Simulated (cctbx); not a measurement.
# Which space group?

Cell: a = 8.0460 Å, b = 8.0460 Å, c = 7.2700 Å, α = 90.00°, β = 90.00°, γ = 90.00°. Expected content of the cell: Dy12 Mn8.

Simulated single-crystal data (cctbx): synchrotron X-rays, λ = 0.7749 Å, to d = 0.75 Å, 95 % of the full sphere, strongest reflection 5000 counts, noise from counting, a 3 % proportional error and a noise floor of 15 counts (s.d.); no absorption.

A first pass over the reflections prints:

```text
4423 reflections to d = 0.750 A
centring   violations  <I/sigma> of those
    A       1215 of  2230      6.8
    B       1195 of  2222      6.8
    C       1052 of  2188      5.4
    I        970 of  2211      5.4
    R       1609 of  2956      6.7
    F       1731 of  3320      6.3
Laue class    unique    Rint  (classes that these axes allow; Friedel mates merged)
P -1             2322   0.061
P 1 2/m 1        1250   0.072
P 1 1 2/m        1257   0.072
P 2/m 1 1        1248   0.072
P m m m           715   0.077
P 4/m             633   0.078
P 4/m m m         390   0.080
space group    extra absences  I>4sigma  <I/sigma>
P 4 2 2                 0          0         -  acentric
P 4 21 2               20          0       0.5  acentric
P 42 2 2               10          0       0.1  acentric
P 42 21 2              30          0       0.4  acentric
P 4 m m                 0          0         -  acentric
P 42 n m              295          0      -0.1  acentric
P -4 2 m                0          0         -  acentric
P -4 21 m              20          0       0.5  acentric
P -4 m 2                0          0         -  acentric
P -4 n 2              295          0      -0.1  acentric
P 4/m m m               0          0         -  centric
P 42/m n m            295          0      -0.1  centric
Wilson B = 0.58 A^2   <|E^2-1|> = 0.800 (0.968 centric, 0.736 acentric)   E^2>4: 1.1 %
shell (A)         n   <I/sigma>
 8.05 - 1.50     62     24.4
 1.50 - 1.19     52     24.4
 1.19 - 1.04     46     25.3
 1.04 - 0.94     50     19.4
 0.94 - 0.88     47     20.9
 0.88 - 0.83     44     21.1
 0.83 - 0.78     51     10.5
 0.78 - 0.75     38     20.8
```

**Question.** What are the lattice type, the Laue class and the likely space group?

Every centring test has many violations, so the lattice is primitive.

Rint stays low (0.061 to 0.080) up to P 4/m m m, the highest class in these axes.

12 settings pass the absence test. The most absences obeyed, 295, belong to P 42 n m, P -4 n 2 and P 42/m n m, which absences can't tell apart.

⟨|E²−1|⟩ = 0.800 lies between the two ideal values. The Wilson B of 0.58 Å² means U ≈ 0.0073 Å².

The true group is P4_2/mnm (no. 136), Laue class 4/mmm, centrosymmetric. The tables only narrow the choice to the tied entries; cell content, site symmetry and trial solutions must settle it.

The model was made for the exercise: a known structure type with other elements put in, its volume estimated, not relaxed; displacement parameters are assumed.

[Logs are printed without paths, hosts, clocks, repeated set-up lines and the standing remarks that a program may print on its own settings, such as how far it seeks lower states.]
